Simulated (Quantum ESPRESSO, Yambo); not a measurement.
**PbO (Massicot): G0W0 in Yambo against the bands**

Wanted: the cheapest bands that holds the gap of PbO (Massicot).

Calculated with Yambo 5.3.0; PBEsol and many-body steps on it, plane waves.

Report form: the programs' logs are mostly left out.

### Step 1. The structure

The structure is orthorhombic, space group Pbcm (No. 57). The conventional cell has a = 5.893 Å, b = 5.490 Å, c = 4.753 Å, α = 90.00°, β = 90.00°, γ = 90.00°. Nearest to Pb lie 4 O at 2.22 to 2.48 Å. O has 4 Pb at 2.22 to 2.48 Å nearest. Farther neighbours and most contacts between anions are not listed.

Coordinates:

```xyz
8
Lattice="5.8931 0.0000 0.0000 0.0000 5.4904 0.0000 0.0000 0.0000 4.7528" Properties=species:S:1:pos:R:3 pbc="T T T"
Pb    1.3536    5.4267    1.1882
Pb    4.5395    0.0637    3.5646
Pb    1.3536    2.8089    3.5646
Pb    4.5395    2.6815    1.1882
O     5.0993    0.5035    1.1882
O     0.7938    4.9869    3.5646
O     5.0993    2.2417    3.5646
O     0.7938    3.2487    1.1882
```

The cell and positions come from the Crystallography Open Database and are kept as given unless a step says otherwise. Spin-orbit coupling is left out unless a step names it.

### Step 2. 73 bands

This step: Yambo 5.3.0; G0W0 on PBEsol, plane waves, norm-conserving pseudopotentials.

G0W0 replaces the xc potential by the self-energy, built once from these orbitals. Only a window of levels is corrected, while the sums run over the empty bands that the input names.

gw1.in

```
HF_and_locXC
gw0
dyson
ppa
em1d
rim_cut
RandQpts= 1000000
RandGvec= 1 RL
EXXRLvcs= 76 Ry
VXCRLvcs= 304 Ry
Chimod= "HARTREE"
% BndsRnXp
 1 | 73 |
%
NGsBlkXp= 6.5 Ry
% LongDrXp
 1 | 1 | 1 |
%
% GbndRnge
 1 | 73 |
%
DysSolver= "n"
ExtendOut
PPAPntXp= 27.21138 eV
% QPkrange
 7 | 7 | 55 | 58 |
 11 | 11 | 55 | 58 |
 1 | 1 | 55 | 58 |
%
```

Run with:

```
$ OMP_NUM_THREADS=2 mpirun -n 4 yambo -F gw1.in -J gw1 -C gw1 > gw1.log
```

The job ended after 53 s (4 MPI ranks of AMD EPYC 7R43, shared host; peak memory 5.4 GiB).

Numbers from this step:

```
G0W0 gap on the points computed              : 3.329 eV
starting gap on the mesh                     : 2.360 eV
k of the valence top                         : 0, 0, 0
k of the conduction bottom                   : -0.5, -0.5, 0.25
least direct G0W0 gap on the computed points : 3.755 eV
Z at the valence top                         : 0.7529
Z at the conduction bottom                   : 0.8219
```

The gap on the mesh goes from 2.36 eV to 3.33 eV, a correction of +0.97 eV.

### Step 3. 93 bands

gw2.in, as its differences from gw1.in of step 2:

```diff
@@ -12,3 +12,3 @@
 % BndsRnXp
- 1 | 73 |
+ 1 | 93 |
 %
@@ -19,3 +19,3 @@
 % GbndRnge
- 1 | 73 |
+ 1 | 93 |
 %
```

Run with:

```
$ OMP_NUM_THREADS=2 mpirun -n 4 yambo -F gw2.in -J gw2 -C gw2 > gw2.log
```

Run time: 70 s. Hardware: 4 MPI ranks; peak memory 5.3 GiB; 7.7 min of CPU time.

Numbers from this step:

- G0W0 gap on the points computed: 3.050 eV
- starting gap on the mesh: 2.360 eV
- k of the valence top: 0, 0, 0
- k of the conduction bottom: -0.5, -0.5, 0.25
- least direct G0W0 gap on the computed points: 3.474 eV
- Z at the valence top: 0.7664
- Z at the conduction bottom: 0.8236

Against the run before, the gap moves by −0.279 eV.

### Step 4. 131 bands

gw3.in, as its differences from gw2.in of step 3:

```diff
@@ -12,3 +12,3 @@
 % BndsRnXp
- 1 | 93 |
+ 1 | 131 |
 %
@@ -19,3 +19,3 @@
 % GbndRnge
- 1 | 93 |
+ 1 | 131 |
 %
```

Run with:

```
$ OMP_NUM_THREADS=2 mpirun -n 4 yambo -F gw3.in -J gw3 -C gw3 > gw3.log
```

It took 2.2 min on 4 MPI ranks; peak memory 5.3 GiB; 14 min of CPU time.

This step gave:

```yaml
g0w0_gap_on_the_points_computed: 2.930 eV
starting_gap_on_the_mesh: 2.360 eV
k_of_the_valence_top: 0, 0, 0
k_of_the_conduction_bottom: -0.5, -0.5, 0.25
least_direct_g0w0_gap_on_the_computed_points: 3.373 eV
```

Against the run before, the gap moves by −0.121 eV.

### Step 5. 194 bands

gw4.in, as its differences from gw3.in of step 4:

```diff
@@ -12,3 +12,3 @@
 % BndsRnXp
- 1 | 131 |
+ 1 | 194 |
 %
@@ -19,3 +19,3 @@
 % GbndRnge
- 1 | 131 |
+ 1 | 194 |
 %
```

Run with:

```
$ OMP_NUM_THREADS=2 mpirun -n 4 yambo -F gw4.in -J gw4 -C gw4 > gw4.log
```

The job ended after 3.5 min (4 MPI ranks; peak memory 5.4 GiB).

Numbers from this step:

| Quantity | Value |
| --- | --- |
| G0W0 gap on the points computed | 2.899 eV |
| starting gap on the mesh | 2.360 eV |
| k of the valence top | 0, 0, 0 |
| k of the conduction bottom | -0.5, -0.5, 0.25 |
| least direct G0W0 gap on the computed points | 3.345 eV |

Against the run before, the gap moves by −0.031 eV.

### Step 6. 269 bands

gw5.in, as its differences from gw4.in of step 5:

```diff
@@ -12,3 +12,3 @@
 % BndsRnXp
- 1 | 194 |
+ 1 | 269 |
 %
@@ -19,3 +19,3 @@
 % GbndRnge
- 1 | 194 |
+ 1 | 269 |
 %
```

Run with:

```
$ OMP_NUM_THREADS=2 mpirun -n 4 yambo -F gw5.in -J gw5 -C gw5 > gw5.log
```

It took 5 min on 4 MPI ranks; peak memory 5.4 GiB.

This step gave:

```
G0W0 gap on the points computed              : 2.891 eV
starting gap on the mesh                     : 2.360 eV
k of the valence top                         : 0, 0, 0
k of the conduction bottom                   : -0.5, -0.5, 0.25
least direct G0W0 gap on the computed points : 3.337 eV
```

Against the run before, the gap moves by −0.008 eV.

### Step 7. 354 bands

gw6.in, as its differences from gw5.in of step 6:

```diff
@@ -12,3 +12,3 @@
 % BndsRnXp
- 1 | 269 |
+ 1 | 354 |
 %
@@ -19,3 +19,3 @@
 % GbndRnge
- 1 | 269 |
+ 1 | 354 |
 %
```

Run with:

```
$ OMP_NUM_THREADS=2 mpirun -n 4 yambo -F gw6.in -J gw6 -C gw6 > gw6.log
```

Wall time 7.3 min (4 MPI ranks); peak memory 5.4 GiB.

This step gave:

```
G0W0 gap on the points computed              : 2.890 eV
starting gap on the mesh                     : 2.360 eV
k of the valence top                         : 0, 0, 0
k of the conduction bottom                   : -0.5, -0.5, 0.25
least direct G0W0 gap on the computed points : 3.335 eV
```

Against the run before, the gap moves by −0.001 eV.

### Step 8. Side by side

Times are wall times on 4 MPI ranks of AMD EPYC 7R43, shared host, good to a factor of about two.

| run | mesh | bands | screening cutoff (eV) | DFT gap (eV) | gap on the mesh (eV) | direct (eV) | time |
| --- | --- | --- | --- | --- | --- | --- | --- |
| 73 bands | 2×2×4 | 73 | 88.4 | 2.360 | 3.329 | 3.755 | 53 s |
| 93 bands | 2×2×4 | 93 | 88.4 | 2.360 | 3.050 | 3.474 | 70 s |
| 131 bands | 2×2×4 | 131 | 88.4 | 2.360 | 2.930 | 3.373 | 2.2 min |
| 194 bands | 2×2×4 | 194 | 88.4 | 2.360 | 2.899 | 3.345 | 3.5 min |
| 269 bands | 2×2×4 | 269 | 88.4 | 2.360 | 2.891 | 3.337 | 5 min |
| 354 bands | 2×2×4 | 354 | 88.4 | 2.360 | 2.890 | 3.335 | 7.3 min |

### Step 9. Results

```json
{"73 bands": "3.329 eV", "93 bands": "3.050 eV", "131 bands": "2.930 eV", "194 bands": "2.899 eV", "269 bands": "2.891 eV", "354 bands": "2.890 eV", "known limits": "not at the basis limit; no spin-orbit coupling; coarse k mesh"}
```

What this shows: The setting moved: bands. From 73 bands to 354 bands the gap moves by −0.44 eV, for 8.3 times the time. It holds to 0.03 eV from 194 bands on. Bands and screening cutoff are coupled, so a series along one setting does not show full convergence. Bands and cutoff are finite, so the gap is not at the basis limit. The miss can reach some tenths of an eV and take either sign; the mesh is an error of its own. In the G0W0 runs levels were corrected at 3 k points alone, so a gap called «on the mesh» is the least over those, and an edge elsewhere would be missed. A denser mesh or path gives a starting gap of 2.07 eV: the GW mesh misses a band edge, so its gaps are not the fundamental one. The 2×2×4 mesh is coarse for this cell, which bears on the long-range parts of exchange and screening. Where an edge is built on 6p states of lead, bismuth or thallium, scalar-relativistic gaps usually stand too wide, by a few tenths to over one eV. The many-body steps are scalar-relativistic: spin-orbit coupling is not in them.

[Paths, hosts, dates, memory and timing lines, banners, echoed tables and standing remarks are left out of the program output.]

[Logs are printed without paths, hosts, clocks, repeated set-up lines and the standing remarks that a program may print on its own settings, such as how far it seeks lower states.]

[Runs of the session that timed out or met a known fault of the program may be left out.]

[Hosts, paths, dates, database ids (printed as entryN), source tags and the programs' standing remarks are cut or masked in the printed files.]
